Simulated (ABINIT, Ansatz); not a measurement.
# NaHF2 (R-3m): bands and cutoff in G0W0 with ABINIT

Wanted: a converged G0W0 gap of NaHF2 (R-3m), or an estimate of the limit.

Calculated with ABINIT 10.8.3; PBEsol and many-body steps on it, plane waves.

### Step 1. Starting point

Symmetry: R-3m, No. 166, trigonal system. The conventional cell has a = 3.474 Å, b = 3.474 Å, c = 13.750 Å, α = 90.00°, β = 90.00°, γ = 120.00°. Nearest to Na lie 6 F at 2.32 Å. Nearest to H lie 2 F at 1.13 Å. Nearest to F lie 1 H at 1.13 Å and 3 Na at 2.32 Å. Farther neighbours and most contacts between anions are not listed.

The cell and positions come from the Crystallography Open Database and are kept as given unless a step says otherwise.

### Step 2. Empty states on the mesh, 4×4×4 mesh, 97 bands

This step: ABINIT 10.8.3; DFT, PBEsol, plane waves, norm-conserving pseudopotentials.

The sums over transitions need many empty states on a uniform mesh; this step solves for them.

Contents of run.abi:

```
acell 3*1.0 Angstrom
rprim 
  1.737000000015 1.002857417591 4.583333333300
  -1.737000000015 1.002857417591 4.583333333300
  -0.000000000000 -2.005714835182 4.583333333300
ntypat 3
znucl 11 1 9
natom 4
typat 1 2 3 3
xred 
  0.000000000000 0.000000000000 0.000000000000
  0.500000000000 0.500000000000 0.500000000000
  0.417600000000 0.417600000000 0.417600000000
  0.582400000000 0.582400000000 0.582400000000
pp_dirpath "pseudos"
pseudos "Na.upf, H.upf, F.upf"
ecut 38
ngkpt 4 4 4
nshiftk 1
shiftk 0 0 0
kptopt 1
chksymbreak 0
iscf -2
irdden 1
istwfk *1
nband 97
nbdbuf 8
tolwfr 1e-09
nstep 60
prtvol 0
indata_prefix "in"
outdata_prefix "out"
tmpdata_prefix "tmp"
```

Run with:

```console
$ OMP_NUM_THREADS=1 mpirun -n 4 abinit run.abi > log
```

Numbers of over 12 decimals in the logs are rounded to 6 here.

The program printed:

```text
.Version 10.8.3 of ABINIT. v10.8.2 released Aug 2026.

 Symmetries : space group R-3 m (#166); Bravais hR (rhombohedral)
[... echo of the input left out ...]
== DATASET  1 ==================================================================
-   mpi_nproc: 4, omp_nthreads: 1 (-1 if OMP is not activated)

--- !DatasetInfo
iteration_state: {dtset: 1, }
dimensions: {natom: 4, nkpt: 13, mband: 97, nsppol: 1, nspinor: 1, nspden: 1, mpw: 3640, }
cutoff_energies: {ecut:  38.0, pawecutdg:  -1.0, }
[...]
2.50579    2.50579    2.60273    2.60273    2.66265    2.66265    2.67833    2.71609
   2.71609    2.73424    2.73741    2.75119    2.75468    2.81107    2.81107    2.86330
   2.86336
 prteigrs : prtvol=0 or 1, do not print more k-points.

== END DATASET(S) ==============================================================
================================================================================

 -outvars: echo values of variables after computation  --------
            nband          97
             nkpt          13
          spgroup         166
 [... the other variables as echoed above ...]

 Calculation completed.
```

Elapsed: 88 s, on 4 MPI ranks of Arm Neoverse N1, shared host; peak memory 0.37 GiB.

This step gave:

| Property | Result |
| --- | --- |
| gap | 6.931 eV |
| k of the valence top | 0.5, 0.5, 0.5 |
| k of the conduction bottom | 0, 0, 0 |
| least direct gap | 7.132 eV |
| k points computed | 13 |
| lowest point of the top converged band, above the valence top | 76.3116 eV |

On this mesh the gap is 6.931 eV.

The density comes from a self-consistent run that is not shown.

### Step 3. Screening, 4×4×4 mesh, 21 bands, screening to 62.6 eV

The RPA dielectric matrix is built and inverted for each q.

This step: RPA screening on PBEsol, plane waves, norm-conserving pseudopotentials.

Edit run.abi of step 2 so:

```diff
@@ -22,10 +22,11 @@
 chksymbreak 0
-iscf -2
-irdden 1
 istwfk *1
-nband 97
-nbdbuf 8
-tolwfr 1e-09
-nstep 60
-prtvol 0
+occopt 1
+irdwfk 1
+optdriver 3
+nband 21
+ecuteps 2.3
+inclvkb 2
+awtr 1
+symchi 1
 indata_prefix "in"
```

The program printed:

```text
.Version 10.8.3 of ABINIT. v10.8.2 released Aug 2026.

 Symmetries : space group R-3 m (#166); Bravais hR (rhombohedral)
[... echo of the input left out ...]
== DATASET  1 ==================================================================
-   mpi_nproc: 4, omp_nthreads: 1 (-1 if OMP is not activated)

--- !DatasetInfo
iteration_state: {dtset: 1, }
dimensions: {natom: 4, nkpt: 13, mband: 21, nsppol: 1, nspinor: 1, nspden: 1, mpw: 3640, }
cutoff_energies: {ecut:  38.0, pawecutdg:  -1.0, }
electrons: {nelect:   2.40000000E+01, charge:   0.00000000E+00, occopt:   1.00000000E+00, tsmear:   1.00000000E-02, }

 SCREENING: Calculation of the susceptibility and dielectric matrices

 Based on a program developped by R.W. Godby, V. Olevano, G. Onida, and L. Reining.
 Incorporated in ABINIT by V. Olevano, G.-M. Rignanese, and M. Torrent.
.Using double precision arithmetic ; gwpc =  8

[... cell and pseudopotentials left out ...]
--------------------------------------------------------------------------------

 ==== K-mesh for the wavefunctions ====
 Number of points in the irreducible wedge :    13
[... list of points left out ...]
 Together with 12 symmetry operations and time-reversal symmetry
 yields    64 points in the full Brillouin Zone.

 ==== Q-mesh for the screening function ====
 Number of points in the irreducible wedge :    13
[... list of points left out ...]
 Together with 12 symmetry operations and time-reversal symmetry
 yields    64 points in the full Brillouin Zone.

 setmesh: FFT mesh size selected  =    36x   36x   36
          total number of points  =        46656

 vcoul_init : cutoff-mode = AUXILIARY_FUNCTION
 q-points for optical limit:   1
     1)      0.000010    0.000020    0.000030

- screening: taking advantage of time-reversal symmetry
- Maximum band index for partially occupied states nbvw = 12
- Remaining bands to be divided among processors   nbcw = 9
- Number of bands treated by each node ~2

 Number of electrons calculated from density =   24.0000; Expected =   24.0000
 average of density, n =  0.074241
 r_s =    1.4760
 omega_plasma =   26.2831 [eV]

 calculating chi0 at frequencies [eV] :
  1    0.000000E+00    0.000000E+00
  2    0.000000E+00    2.628313E+01

--------------------------------------------------------------------------------
  q-point number  1        q = ( 0.000000, 0.000000, 0.000000) [r.l.u.]
--------------------------------------------------------------------------------
[... chi0 elements left out ...]
 For q-point:  0.000010 0.000020 0.000030
  dielectric constant =   1.5586
  dielectric constant without local fields =   1.5931

  Average fulfillment of the sum rule on Im[epsilon] for q-point    1 :     11.41  [%]
[... wings left out ...]
  q-point number  2        q = ( 0.250000, 0.000000, 0.000000) [r.l.u.]
--------------------------------------------------------------------------------
[... chi0 elements left out ...]
  Average fulfillment of the sum rule on Im[epsilon] for q-point    2 :     15.67  [%]

 [... 11 further q-points ...]
```

Wall time 37 s (4 MPI ranks); peak memory 0.95 GiB.

This step gave:

| Property | Result |
| --- | --- |
| ε∞ with local fields, on this mesh, along the program's q direction | 1.559 |
| the same without local fields | 1.593 |
| plasma frequency | 26.28 eV |
| plane waves in the screening matrix | 53 |

Local fields lower ε∞ by 2 %.

### Step 4. 21 bands, 62.6 eV

The self-energy is evaluated for the states that the input lists, and the levels follow from it, in one-shot runs by the linearised quasiparticle equation.

This step: G0W0 on PBEsol, plane waves, norm-conserving pseudopotentials.

Edit run.abi of step 3 so:

```diff
@@ -25,8 +25,17 @@
 irdwfk 1
-optdriver 3
+optdriver 4
 nband 21
+gwcalctyp 0
+ecutsigx 38
+symsigma 1
+nkptgw 2
+kptgw 
+  0.5000000000 0.5000000000 0.5000000000
+  0.0000000000 0.0000000000 0.0000000000
+bdgw 
+  11 14
+  10 14
 ecuteps 2.3
-inclvkb 2
-awtr 1
-symchi 1
+irdscr 1
+ppmodel 1
 indata_prefix "in"
```

The program printed:

```text
.Version 10.8.3 of ABINIT. v10.8.2 released Aug 2026.

 Symmetries : space group R-3 m (#166); Bravais hR (rhombohedral)
[... echo of the input left out ...]
== DATASET  1 ==================================================================
-   mpi_nproc: 4, omp_nthreads: 1 (-1 if OMP is not activated)

--- !DatasetInfo
iteration_state: {dtset: 1, }
dimensions: {natom: 4, nkpt: 13, mband: 21, nsppol: 1, nspinor: 1, nspden: 1, mpw: 3640, }
cutoff_energies: {ecut:  38.0, pawecutdg:  -1.0, }
electrons: {nelect:   2.40000000E+01, charge:   0.00000000E+00, occopt:   1.00000000E+00, tsmear:   1.00000000E-02, }

 SIGMA: Calculation of the GW corrections

 Based on a program developped by R.W. Godby, V. Olevano, G. Onida, and L. Reining.
 Incorporated in ABINIT by V. Olevano, G.-M. Rignanese, and M. Torrent.
.Using double precision arithmetic ; gwpc =  8

[... cell and pseudopotentials left out ...]
--------------------------------------------------------------------------------

 ==== K-mesh for the wavefunctions ====
 Number of points in the irreducible wedge :    13
[... list of points left out ...]
 Together with 12 symmetry operations and time-reversal symmetry
 yields    64 points in the full Brillouin Zone.

 ==== Q-mesh for screening function ====
 Number of points in the irreducible wedge :    13
[... list of points left out ...]
 Together with 12 symmetry operations and time-reversal symmetry
 yields    64 points in the full Brillouin Zone.

 vcoul_init : cutoff-mode = AUXILIARY_FUNCTION
 q-points for optical limit:   1
     1)      0.000010    0.000020    0.000030
 setmesh: FFT mesh size selected  =    54x   54x   54
          total number of points  =       157464

 Number of electrons calculated from density =   24.0000; Expected =   24.0000
 average of density, n =  0.074241
 r_s =    1.4760
 omega_plasma =   26.2831 [eV]

 === KS Band Gaps ===
  >>>> For spin  1
   Minimum direct gap =   7.1316 [eV], located at k-point      :   0.0000  0.0000  0.0000
   Fundamental gap    =   6.9313 [eV], Top of valence bands at :   0.5000  0.5000  0.5000
                                       Bottom of conduction at :   0.0000  0.0000  0.0000
 SIGMA fundamental parameters:
 PLASMON POLE MODEL  1
 number of plane-waves for SigmaX                 3607
 number of plane-waves for SigmaC and W             53
 number of plane-waves for wavefunctions          3607
 number of bands                                    21
 number of independent spin polarizations            1
 number of spinorial components                      1
 number of k-points in IBZ                          13
 number of q-points in IBZ                          13
 number of symmetry operations                      12
 number of k-points in BZ                           64
 number of q-points in BZ                           64
 number of frequencies for dSigma/dE                 9
 frequency step for dSigma/dE [eV]                0.25
 number of omega for Sigma on real axis              0
 max omega for Sigma on real axis  [eV]           0.00
 zcut for avoiding poles [eV]                     0.10

 EPSILON^-1 parameters (SCR file):
 dimension of the eps^-1 matrix on file             53
 dimension of the eps^-1 matrix used                53
 number of plane-waves for wavefunctions          3607
 number of bands                                    21
 number of q-points in IBZ                          13
 number of frequencies                               2
 number of real frequencies                          1
 number of imag frequencies                          1

 matrix elements of self-energy operator (all in [eV])

 Perturbative Calculation

--- !SelfEnergy_ee
iteration_state: {dtset: 1, }
kpoint     : [   0.500,    0.500,    0.500, ]
spin       : 1
KS_gap     :    8.690
QP_gap     :   14.267
Delta_QP_KS:    5.576
data: !SigmaeeData |
     Band     E0 <VxcDFT>   SigX SigC(E0)      Z dSigC/dE  Sig(E)    E-E0       E
       11  -3.442 -22.457 -30.582   4.032   0.837  -0.195 -25.882  -3.425  -6.867
       12  -3.442 -22.457 -30.582   4.032   0.837  -0.195 -25.882  -3.425  -6.867
       13   5.248  -7.722  -3.833  -1.547   0.919  -0.089  -5.571   2.151   7.400
       14   6.328 -10.325  -5.836  -1.563   0.912  -0.096  -7.656   2.669   8.997

--- !SelfEnergy_ee
iteration_state: {dtset: 1, }
kpoint     : [   0.000,    0.000,    0.000, ]
spin       : 1
KS_gap     :    7.132
QP_gap     :   12.381
Delta_QP_KS:    5.250
data: !SigmaeeData |
     Band     E0 <VxcDFT>   SigX SigC(E0)      Z dSigC/dE  Sig(E)    E-E0       E
       10  -3.668 -22.031 -30.205   4.028   0.836  -0.196 -25.497  -3.466  -7.134
       11  -3.668 -22.031 -30.205   4.028   0.836  -0.196 -25.497  -3.466  -7.134
       12  -3.642 -23.108 -30.379   3.607   0.844  -0.185 -26.200  -3.092  -6.734
       13   3.489  -8.257  -4.342  -1.572   0.921  -0.086  -6.100   2.158   5.647
       14   9.789  -7.583  -3.079  -1.630   0.920  -0.087  -4.938   2.645  12.434

== END DATASET(S) ==============================================================
================================================================================

 -outvars: echo values of variables after computation  --------
           etotal      0.0000000000E+00
            nband          21
             nkpt          13
          spgroup         166
 [... the other variables as echoed above ...]

 Calculation completed.
```

Wall time 8.1 s (4 MPI ranks); peak memory 1 GiB; 32 s of CPU time.

Numbers from this step:

```
G0W0 gap on the points computed              : 12.38 eV
starting gap on the mesh                     : 6.931 eV
k of the valence top                         : 0, 0, 0
k of the conduction bottom                   : 0, 0, 0
Z at the valence top                         : 0.844
Z at the conduction bottom                   : 0.921
least direct G0W0 gap on the computed points : 12.38 eV
```

The gap on the mesh goes from 6.93 eV to 12.38 eV, a correction of +5.45 eV.

### Step 5. Screening, 4×4×4 mesh, 43 bands, screening to 114.3 eV

This step: RPA screening on PBEsol, plane waves, norm-conserving pseudopotentials.

Edit run.abi of step 4 so:

```diff
@@ -25,17 +25,8 @@
 irdwfk 1
-optdriver 4
-nband 21
-gwcalctyp 0
-ecutsigx 38
-symsigma 1
-nkptgw 2
-kptgw 
-  0.5000000000 0.5000000000 0.5000000000
-  0.0000000000 0.0000000000 0.0000000000
-bdgw 
-  11 14
-  10 14
-ecuteps 2.3
-irdscr 1
-ppmodel 1
+optdriver 3
+nband 43
+ecuteps 4.2
+inclvkb 2
+awtr 1
+symchi 1
 indata_prefix "in"
```

The program printed:

```text
.Version 10.8.3 of ABINIT. v10.8.2 released Aug 2026.

 Symmetries : space group R-3 m (#166); Bravais hR (rhombohedral)
[... echo of the input left out ...]
== DATASET  1 ==================================================================
-   mpi_nproc: 4, omp_nthreads: 1 (-1 if OMP is not activated)

--- !DatasetInfo
iteration_state: {dtset: 1, }
dimensions: {natom: 4, nkpt: 13, mband: 43, nsppol: 1, nspinor: 1, nspden: 1, mpw: 3640, }
cutoff_energies: {ecut:  38.0, pawecutdg:  -1.0, }
electrons: {nelect:   2.40000000E+01, charge:   0.00000000E+00, occopt:   1.00000000E+00, tsmear:   1.00000000E-02, }

 SCREENING: Calculation of the susceptibility and dielectric matrices

 Based on a program developped by R.W. Godby, V. Olevano, G. Onida, and L. Reining.
 Incorporated in ABINIT by V. Olevano, G.-M. Rignanese, and M. Torrent.
.Using double precision arithmetic ; gwpc =  8

[... cell and pseudopotentials left out ...]
--------------------------------------------------------------------------------

 ==== K-mesh for the wavefunctions ====
 Number of points in the irreducible wedge :    13
[... list of points left out ...]
 Together with 12 symmetry operations and time-reversal symmetry
 yields    64 points in the full Brillouin Zone.

 ==== Q-mesh for the screening function ====
 Number of points in the irreducible wedge :    13
[... list of points left out ...]
 Together with 12 symmetry operations and time-reversal symmetry
 yields    64 points in the full Brillouin Zone.

 setmesh: FFT mesh size selected  =    36x   36x   36
          total number of points  =        46656

 vcoul_init : cutoff-mode = AUXILIARY_FUNCTION
 q-points for optical limit:   1
     1)      0.000010    0.000020    0.000030

- screening: taking advantage of time-reversal symmetry
- Maximum band index for partially occupied states nbvw = 12
- Remaining bands to be divided among processors   nbcw = 31
- Number of bands treated by each node ~7

 Number of electrons calculated from density =   24.0000; Expected =   24.0000
 average of density, n =  0.074241
 r_s =    1.4760
 omega_plasma =   26.2831 [eV]

 calculating chi0 at frequencies [eV] :
  1    0.000000E+00    0.000000E+00
  2    0.000000E+00    2.628313E+01

--------------------------------------------------------------------------------
  q-point number  1        q = ( 0.000000, 0.000000, 0.000000) [r.l.u.]
--------------------------------------------------------------------------------
[... chi0 elements left out ...]
 For q-point:  0.000010 0.000020 0.000030
  dielectric constant =   1.6556
  dielectric constant without local fields =   1.7305

  Average fulfillment of the sum rule on Im[epsilon] for q-point    1 :     28.09  [%]
[... wings left out ...]
  q-point number  2        q = ( 0.250000, 0.000000, 0.000000) [r.l.u.]
--------------------------------------------------------------------------------
[... chi0 elements left out ...]
  Average fulfillment of the sum rule on Im[epsilon] for q-point    2 :     38.01  [%]

 [... 11 further q-points ...]
```

Run time: 88 s. Hardware: 4 MPI ranks; peak memory 1.2 GiB; 5.8 min of CPU time.

This step gave:

| Item | Value |
| --- | --- |
| ε∞ with local fields, on this mesh, along the program's q direction | 1.656 |
| the same without local fields | 1.730 |
| plasma frequency | 26.28 eV |
| plane waves in the screening matrix | 115 |

[end of part 1 of 2]

[Paths, hosts, dates, memory and timing lines, banners, echoed tables and standing remarks are left out of the program output.]

[Logs are printed without paths, hosts, clocks, repeated set-up lines and the standing remarks that a program may print on its own settings, such as how far it seeks lower states.]

[Runs of the session that timed out or met a known fault of the program may be left out.]

[No measured gap is set beside runs whose start may be inverted or whose files or cutoffs have a known fault.]

[Hosts, paths, dates, database ids (printed as entryN), source tags and the programs' standing remarks are cut or masked in the printed files.]

[G0W0 gaps are taken among the corrected bands and points alone; a level outside them can change the order at an edge.]

[Where Ansatz stands beside ABINIT at settings called matched, ABINIT's density can come from a denser mesh and the files from another edition; pairs whose starting gaps differed by over 0.03 eV were left out, so agreement reads better than it is.]
